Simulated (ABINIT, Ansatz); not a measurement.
## MgB2C2 (Pnnm): changed settings of a GW run in ABINIT

What do changed inputs do to GW on MgB2C2 (Pnnm)?

Program: ABINIT 10.8.3. Level of theory: PBEsol and many-body steps on it, plane waves. Results are calculated unless marked as measured.

## Step 1: Starting point

Symmetry: Pnnm, No. 58, orthorhombic system. Conventional cell: a = 4.615 Å, b = 7.179 Å, c = 2.765 Å, α = 90.00°, β = 90.00°, γ = 90.00°. Mg has 6 C at 2.32 to 2.40 Å and 6 B at 2.42 to 2.44 Å nearest. Nearest to B lie 3 C at 1.57 to 1.59 Å and 3 Mg at 2.42 to 2.44 Å. Nearest to C lie 3 B at 1.57 to 1.59 Å and 3 Mg at 2.32 to 2.40 Å. Farther neighbours are not listed.

Structure file:

```cif
data_structure
_symmetry_space_group_name_H-M 'P 1'
_symmetry_Int_Tables_number 1
_cell_length_a 4.6148
_cell_length_b 7.1789
_cell_length_c 2.7653
_cell_angle_alpha 90.000
_cell_angle_beta 90.000
_cell_angle_gamma 90.000
_cell_volume 91.61
loop_
_atom_site_label
_atom_site_type_symbol
_atom_site_fract_x
_atom_site_fract_y
_atom_site_fract_z
_atom_site_occupancy
Mg1 Mg 0.50000 0.50000 0.50000 1
Mg2 Mg 0.00000 0.00000 0.00000 1
B3 B 0.88345 0.72963 0.50000 1
B4 B 0.11655 0.27037 0.50000 1
B5 B 0.61655 0.22963 0.00000 1
B6 B 0.38345 0.77037 0.00000 1
C7 C 0.78548 0.22034 0.50000 1
C8 C 0.21452 0.77966 0.50000 1
C9 C 0.71452 0.72034 0.00000 1
C10 C 0.28548 0.27966 0.00000 1
```

The cell and positions are those that the Materials Project relaxed with its own functionals (PBE, PBE+U or r2SCAN), kept fixed.

## Step 2: Screening, 4×2×4 mesh, 108 bands, screening to 141.5 eV

This step: ABINIT 10.8.3; RPA screening on PBEsol, plane waves, norm-conserving pseudopotentials.

The RPA dielectric matrix is built and inverted for each q.

Contents of run.abi:

```
acell 3*1.0 Angstrom
rprim 
  4.614773700000 0.000000000000 0.000000000000
  0.000000000000 7.178871410000 0.000000000000
  0.000000000000 0.000000000000 2.765296290000
ntypat 3
znucl 12 5 6
natom 10
typat 1 1 2 2 2 2 3 3 3 3
xred 
  0.500000000000 0.500000000000 0.500000000000
  0.000000000000 0.000000000000 0.000000000000
  0.883450940000 0.729625690000 0.500000000000
  0.116549060000 0.270374310000 0.500000000000
  0.616549060000 0.229625690000 0.000000000000
  0.383450940000 0.770374310000 0.000000000000
  0.785476000000 0.220340420000 0.500000000000
  0.214524000000 0.779659580000 0.500000000000
  0.714524000000 0.720340420000 0.000000000000
  0.285476000000 0.279659580000 0.000000000000
pp_dirpath "pseudos"
pseudos "Mg.upf, B.upf, C.upf"
ecut 38
ngkpt 4 2 4
nshiftk 1
shiftk 0 0 0
kptopt 1
chksymbreak 0
istwfk *1
occopt 1
irdwfk 1
optdriver 3
nband 108
ecuteps 5.2
inclvkb 2
awtr 1
symchi 1
indata_prefix "in"
outdata_prefix "out"
tmpdata_prefix "tmp"
```

Command:

```
$ OMP_NUM_THREADS=1 mpirun -n 8 abinit run.abi > log
```

Log:

```text
.Version 10.8.3 of ABINIT. v10.8.2 released Aug 2026.

 Symmetries : space group Pn n m (# 58); Bravais oP (primitive ortho.)
[... echo of the input left out ...]
== DATASET  1 ==================================================================
-   mpi_nproc: 8, omp_nthreads: 1 (-1 if OMP is not activated)

--- !DatasetInfo
iteration_state: {dtset: 1, }
dimensions: {natom: 10, nkpt: 18, mband: 108, nsppol: 1, nspinor: 1, nspden: 1, mpw: 6956, }
cutoff_energies: {ecut:  38.0, pawecutdg:  -1.0, }
electrons: {nelect:   4.80000000E+01, charge:   0.00000000E+00, occopt:   1.00000000E+00, tsmear:   1.00000000E-02, }

 SCREENING: Calculation of the susceptibility and dielectric matrices

 Based on a program developped by R.W. Godby, V. Olevano, G. Onida, and L. Reining.
 Incorporated in ABINIT by V. Olevano, G.-M. Rignanese, and M. Torrent.
.Using double precision arithmetic ; gwpc =  8

[... cell and pseudopotentials left out ...]
--------------------------------------------------------------------------------

 ==== K-mesh for the wavefunctions ====
 Number of points in the irreducible wedge :    18
[... list of points left out ...]
 Together with  8 symmetry operations and time-reversal symmetry
 yields    32 points in the full Brillouin Zone.

 ==== Q-mesh for the screening function ====
 Number of points in the irreducible wedge :    18
[... list of points left out ...]
 Together with  8 symmetry operations and time-reversal symmetry
 yields    32 points in the full Brillouin Zone.

 setmesh: FFT mesh size selected  =    36x   54x   20
          total number of points  =        38880

 vcoul_init : cutoff-mode = AUXILIARY_FUNCTION
 q-points for optical limit:   1
     1)      0.000010    0.000020    0.000030

- screening: taking advantage of time-reversal symmetry
- Maximum band index for partially occupied states nbvw = 24
- Remaining bands to be divided among processors   nbcw = 84
- Number of bands treated by each node ~10

 Number of electrons calculated from density =   48.0000; Expected =   48.0000
 average of density, n =  0.077642
 r_s =    1.4541
 omega_plasma =   26.8784 [eV]

 calculating chi0 at frequencies [eV] :
  1    0.000000E+00    0.000000E+00
  2    0.000000E+00    2.687842E+01

--------------------------------------------------------------------------------
  q-point number  1        q = ( 0.000000, 0.000000, 0.000000) [r.l.u.]
--------------------------------------------------------------------------------
[... chi0 elements left out ...]
 For q-point:  0.000010 0.000020 0.000030
  dielectric constant =   8.4023
  dielectric constant without local fields =   8.9650

  Average fulfillment of the sum rule on Im[epsilon] for q-point    1 :     52.89  [%]
[... wings left out ...]
  q-point number  2        q = ( 0.250000, 0.000000, 0.000000) [r.l.u.]
--------------------------------------------------------------------------------
[... chi0 elements left out ...]
  Average fulfillment of the sum rule on Im[epsilon] for q-point    2 :     62.65  [%]

 [... 16 further q-points ...]
```

It took 95 s on 8 MPI ranks of Arm Neoverse V2, shared host; peak memory 4.3 GiB; 13 min of CPU time.

Numbers from this step:

* ε∞ with local fields, on this mesh, along the program's q direction: 8.402
* the same without local fields: 8.965
* plasma frequency: 26.88 eV
* plane waves in the screening matrix: 353

Local fields lower ε∞ by 6 %. On a Γ-centred mesh this coarse the value itself is usually too large, while a short band sum pulls it down.

## Step 3: Base

The self-energy is evaluated for the states that the input lists, and the levels follow from it, in one-shot runs by the linearised quasiparticle equation.

This step: G0W0 on PBEsol, plane waves, norm-conserving pseudopotentials.

Changes to run.abi since step 2:

```diff
@@ -31,8 +31,17 @@
 irdwfk 1
-optdriver 3
+optdriver 4
 nband 108
+gwcalctyp 0
+ecutsigx 38
+symsigma 1
+nkptgw 2
+kptgw 
+  0.0000000000 0.0000000000 0.0000000000
+  0.0000000000 0.0000000000 0.2500000000
+bdgw 
+  23 26
+  23 26
 ecuteps 5.2
-inclvkb 2
-awtr 1
-symchi 1
+irdscr 1
+ppmodel 1
 indata_prefix "in"
```

Log:

```text
.Version 10.8.3 of ABINIT. v10.8.2 released Aug 2026.

 Symmetries : space group Pn n m (# 58); Bravais oP (primitive ortho.)
[... echo of the input left out ...]
== DATASET  1 ==================================================================
-   mpi_nproc: 8, omp_nthreads: 1 (-1 if OMP is not activated)

--- !DatasetInfo
iteration_state: {dtset: 1, }
dimensions: {natom: 10, nkpt: 18, mband: 108, nsppol: 1, nspinor: 1, nspden: 1, mpw: 6956, }
cutoff_energies: {ecut:  38.0, pawecutdg:  -1.0, }
electrons: {nelect:   4.80000000E+01, charge:   0.00000000E+00, occopt:   1.00000000E+00, tsmear:   1.00000000E-02, }

 SIGMA: Calculation of the GW corrections

 Based on a program developped by R.W. Godby, V. Olevano, G. Onida, and L. Reining.
 Incorporated in ABINIT by V. Olevano, G.-M. Rignanese, and M. Torrent.
.Using double precision arithmetic ; gwpc =  8

[... cell and pseudopotentials left out ...]
--------------------------------------------------------------------------------

 ==== K-mesh for the wavefunctions ====
 Number of points in the irreducible wedge :    18
[... list of points left out ...]
 Together with  8 symmetry operations and time-reversal symmetry
 yields    32 points in the full Brillouin Zone.

 ==== Q-mesh for screening function ====
 Number of points in the irreducible wedge :    18
[... list of points left out ...]
 Together with  8 symmetry operations and time-reversal symmetry
 yields    32 points in the full Brillouin Zone.

 vcoul_init : cutoff-mode = AUXILIARY_FUNCTION
 q-points for optical limit:   1
     1)      0.000010    0.000020    0.000030
 setmesh: FFT mesh size selected  =    54x   80x   30
          total number of points  =       129600

 Number of electrons calculated from density =   48.0000; Expected =   48.0000
 average of density, n =  0.077642
 r_s =    1.4541
 omega_plasma =   26.8784 [eV]

 === KS Band Gaps ===
  >>>> For spin  1
   Minimum direct gap =   1.7446 [eV], located at k-point      :   0.0000  0.0000  0.0000
   Fundamental gap    =   1.2341 [eV], Top of valence bands at :   0.0000  0.0000  0.0000
                                       Bottom of conduction at :   0.0000  0.0000  0.2500
 SIGMA fundamental parameters:
 PLASMON POLE MODEL  1
 number of plane-waves for SigmaX                 6911
 number of plane-waves for SigmaC and W            353
 number of plane-waves for wavefunctions          6911
 number of bands                                   108
 number of independent spin polarizations            1
 number of spinorial components                      1
 number of k-points in IBZ                          18
 number of q-points in IBZ                          18
 number of symmetry operations                       8
 number of k-points in BZ                           32
 number of q-points in BZ                           32
 number of frequencies for dSigma/dE                 9
 frequency step for dSigma/dE [eV]                0.25
 number of omega for Sigma on real axis              0
 max omega for Sigma on real axis  [eV]           0.00
 zcut for avoiding poles [eV]                     0.10

 EPSILON^-1 parameters (SCR file):
 dimension of the eps^-1 matrix on file            353
 dimension of the eps^-1 matrix used               353
 number of plane-waves for wavefunctions          6911
 number of bands                                   108
 number of q-points in IBZ                          18
 number of frequencies                               2
 number of real frequencies                          1
 number of imag frequencies                          1

 matrix elements of self-energy operator (all in [eV])

 Perturbative Calculation

--- !SelfEnergy_ee
iteration_state: {dtset: 1, }
kpoint     : [   0.000,    0.000,    0.000, ]
spin       : 1
KS_gap     :    1.745
QP_gap     :    2.342
Delta_QP_KS:    0.597
data: !SigmaeeData |
     Band     E0 <VxcDFT>   SigX SigC(E0)      Z dSigC/dE  Sig(E)    E-E0       E
       23   5.751 -15.502 -18.586   3.108   0.793  -0.261 -15.483   0.019   5.771
       24   5.991 -15.191 -17.607   2.573   0.795  -0.258 -15.066   0.125   6.116
       25   7.736 -12.767  -9.394  -2.472   0.801  -0.248 -12.045   0.722   8.458
       26   8.420 -10.419  -6.064  -3.672   0.817  -0.224  -9.861   0.558   8.978

--- !SelfEnergy_ee
iteration_state: {dtset: 1, }
kpoint     : [   0.000,    0.000,    0.250, ]
spin       : 1
KS_gap     :    2.156
QP_gap     :    2.738
Delta_QP_KS:    0.583
data: !SigmaeeData |
     Band     E0 <VxcDFT>   SigX SigC(E0)      Z dSigC/dE  Sig(E)    E-E0       E
       23   4.624 -13.522 -15.506   2.069   0.793  -0.261 -13.455   0.068   4.691
       24   5.070 -13.314 -14.947   1.748   0.793  -0.261 -13.222   0.091   5.161
       25   7.225 -11.062  -6.982  -3.243   0.807  -0.240 -10.387   0.674   7.899
       26   9.075 -12.182  -7.240  -3.855   0.795  -0.258 -11.317   0.864   9.940

== END DATASET(S) ==============================================================
================================================================================

 -outvars: echo values of variables after computation  --------
           etotal      0.0000000000E+00
            nband         108
             nkpt          18
          spgroup          58
 [... the other variables as echoed above ...]

 Calculation completed.
```

The job ended after 18 s (8 MPI ranks; peak memory 3.1 GiB).

This step gave:

```yaml
g0w0_gap_on_the_points_computed: 1.783 eV
starting_gap_on_the_mesh: 1.234 eV
k_of_the_valence_top: 0, 0, 0
k_of_the_conduction_bottom: 0, 0, 0.25
z_at_the_valence_top: 0.795
z_at_the_conduction_bottom: 0.807
least_direct_g0w0_gap_on_the_computed_points: 2.342 eV
```

The gap on the mesh goes from 1.23 eV to 1.78 eV, a correction of +0.55 eV.

## Step 4: Another k mesh than the file's

Changes to run.abi since step 3:

```diff
@@ -23,3 +23,3 @@
 ecut 38
-ngkpt 4 2 4
+ngkpt 5 3 5
 nshiftk 1
```

Log:

```text
.Version 10.8.3 of ABINIT. v10.8.2 released Aug 2026.

 Symmetries : space group Pn n m (# 58); Bravais oP (primitive ortho.)
================================================================================
 Values of the parameters that define the memory need of the present run
     intxc =       0    ionmov =       0      iscf =       7    lmnmax =       4
     lnmax =       4     mgfft =      80  mpssoang =       2    mqgrid =    3765
     natom =      10  nloc_mem =       1    nspden =       1   nspinor =       1
    nsppol =       1      nsym =       8    n1xccc =    2501    ntypat =       3
    occopt =       1   xclevel =       2
-    mband =         108        mffmem =           1         mkmem =           3
       mpw =        6942          nfft =      120000          nkpt =          18
================================================================================
  Rough estimation (10% accuracy) of disk space for files :
================================================================================

--------------------------------------------------------------------------------
------------- Echo of variables that govern the present computation ------------
--------------------------------------------------------------------------------
 -outvars: echo values of preprocessed input variables --------
            acell      1.8897261259E+00  1.8897261259E+00  1.8897261259E+00 Bohr

             bdgw          23      26      23      26
      chksymbreak           0
             ecut      3.80000000E+01 Hartree
          ecuteps      5.20000000E+00 Hartree
         ecutsigx      3.80000000E+01 Hartree
          ecutwfn      3.80000000E+01 Hartree
-          fftalg         312
           irdscr           1
           irdwfk           1

[...]
Real(R)+Recip(G) space primitive vectors, cartesian coordinates (Bohr,Bohr^-1):
 R(1)=  8.7206584  0.0000000  0.0000000  G(1)=  0.1146702  0.0000000  0.0000000
 R(2)=  0.0000000 13.5661009  0.0000000  G(2)=  0.0000000  0.0737131  0.0000000
 R(3)=  0.0000000  0.0000000  5.2256526  G(3)=  0.0000000  0.0000000  0.1913637
 Unit cell volume ucvol=  6.1822257E+02 bohr^3
 Angles (23,13,12)=  9.00000000E+01  9.00000000E+01  9.00000000E+01 degrees

--- Pseudopotential description ------------------------------------------------
- Mg Generated using ONCVPSP code by D. R. Hamann
- 12.00000  10.00000  180301                  znucl, zion, pspdat
12 -116133 1 -1 1510                          pspcod,pspxc,lmax,lloc,mmax
     nproj     2     2
  pspatm : epsatm=    9.18226799
         --- l  ekb(1:nproj) -->
[...]
pspatm: atomic psp has been read  and splines computed

- B Generated using ONCVPSP code by D. R. Hamann
-  5.00000   3.00000  180301                  znucl, zion, pspdat
12 -116133 1 -1 1534                          pspcod,pspxc,lmax,lloc,mmax
     nproj     2     2
  pspatm : epsatm=    3.20154509
         --- l  ekb(1:nproj) -->
[...]
pspatm: atomic psp has been read  and splines computed

- C Generated using ONCVPSP code by D. R. Hamann
-  6.00000   4.00000  180301                  znucl, zion, pspdat
12 -116133 1 -1 1248                          pspcod,pspxc,lmax,lloc,mmax
     nproj     2     2
  pspatm : epsatm=    4.34909242
         --- l  ekb(1:nproj) -->
             0    6.468939    0.390031
             1   -4.179695   -0.878453
 pspatm: atomic psp has been read  and splines computed

   2.33122013E+03                                ecore*ucvol(ha*bohr**3)
--------------------------------------------------------------------------------

--- !ERROR
message: |
    hdr%kptrlatt_orig: [4, 0, 0, 0, 2, 0, 0, 0, 4]
    dtset%kptrlatt_orig: [5, 0, 0, 0, 3, 0, 0, 0, 5]

--- !ERROR
message: |
    hdr%kptrlatt_orig: [4, 0, 0, 0, 2, 0, 0, 0, 4]
    dtset%kptrlatt_orig: [5, 0, 0, 0, 3, 0, 0, 0, 5]

--- from the log ---
hdr%kptrlatt_orig: [4, 0, 0, 0, 2, 0, 0, 0, 4]
    dtset%kptrlatt_orig: [5, 0, 0, 0, 3, 0, 0, 0, 5]
```

It took 2.3 s on 8 MPI ranks; peak memory 0.06 GiB.

The run stopped with an error after 2.3 s.

The program's words: hdr%kptrlatt_orig: [4, 0, 0, 0, 2, 0, 0, 0, 4] dtset%kptrlatt_orig: [5, 0, 0, 0, 3, 0, 0, 0, 5]

The fault put into this input: another k mesh than the file's.

## Step 5: The runs together

Times are wall times on 8 MPI ranks of Arm Neoverse V2, shared host, good to a factor of about two. A run's time includes the screening step that it read.

```csv
run,mesh,bands,screening cutoff (eV),DFT gap (eV),gap on the mesh (eV),direct (eV),ε∞ used,time
base,4×2×4,108,141.5,1.234,1.783,2.342,8.40,1.9 min
```

## Step 6: What came out

```yaml
base: 1.783 eV
known_limits: not at the basis limit; coarse k mesh
```

What this shows: Bands and cutoff are finite, so the gap is not at the basis limit. The miss can reach some tenths of an eV and take either sign; the mesh is an error of its own. In the G0W0 run levels were corrected at 2 k points alone, so a gap called «on the mesh» is the least over those, and an edge elsewhere would be missed. The 4×2×4 mesh is coarse for this cell, which bears on the long-range parts of exchange and screening.

[Paths, hosts, dates, memory and timing lines, banners, echoed tables and standing remarks are left out of the program output.]

[Logs are printed without paths, hosts, clocks, repeated set-up lines and the standing remarks that a program may print on its own settings, such as how far it seeks lower states.]

[Runs of the session that timed out or met a known fault of the program may be left out.]

[No measured gap is set beside runs whose start may be inverted or whose files or cutoffs have a known fault.]

[Hosts, paths, dates, database ids (printed as entryN), source tags and the programs' standing remarks are cut or masked in the printed files.]

[G0W0 gaps are taken among the corrected bands and points alone; a level outside them can change the order at an edge.]

[Where Ansatz stands beside ABINIT at settings called matched, ABINIT's density can come from a denser mesh and the files from another edition; pairs whose starting gaps differed by over 0.03 eV were left out, so agreement reads better than it is.]
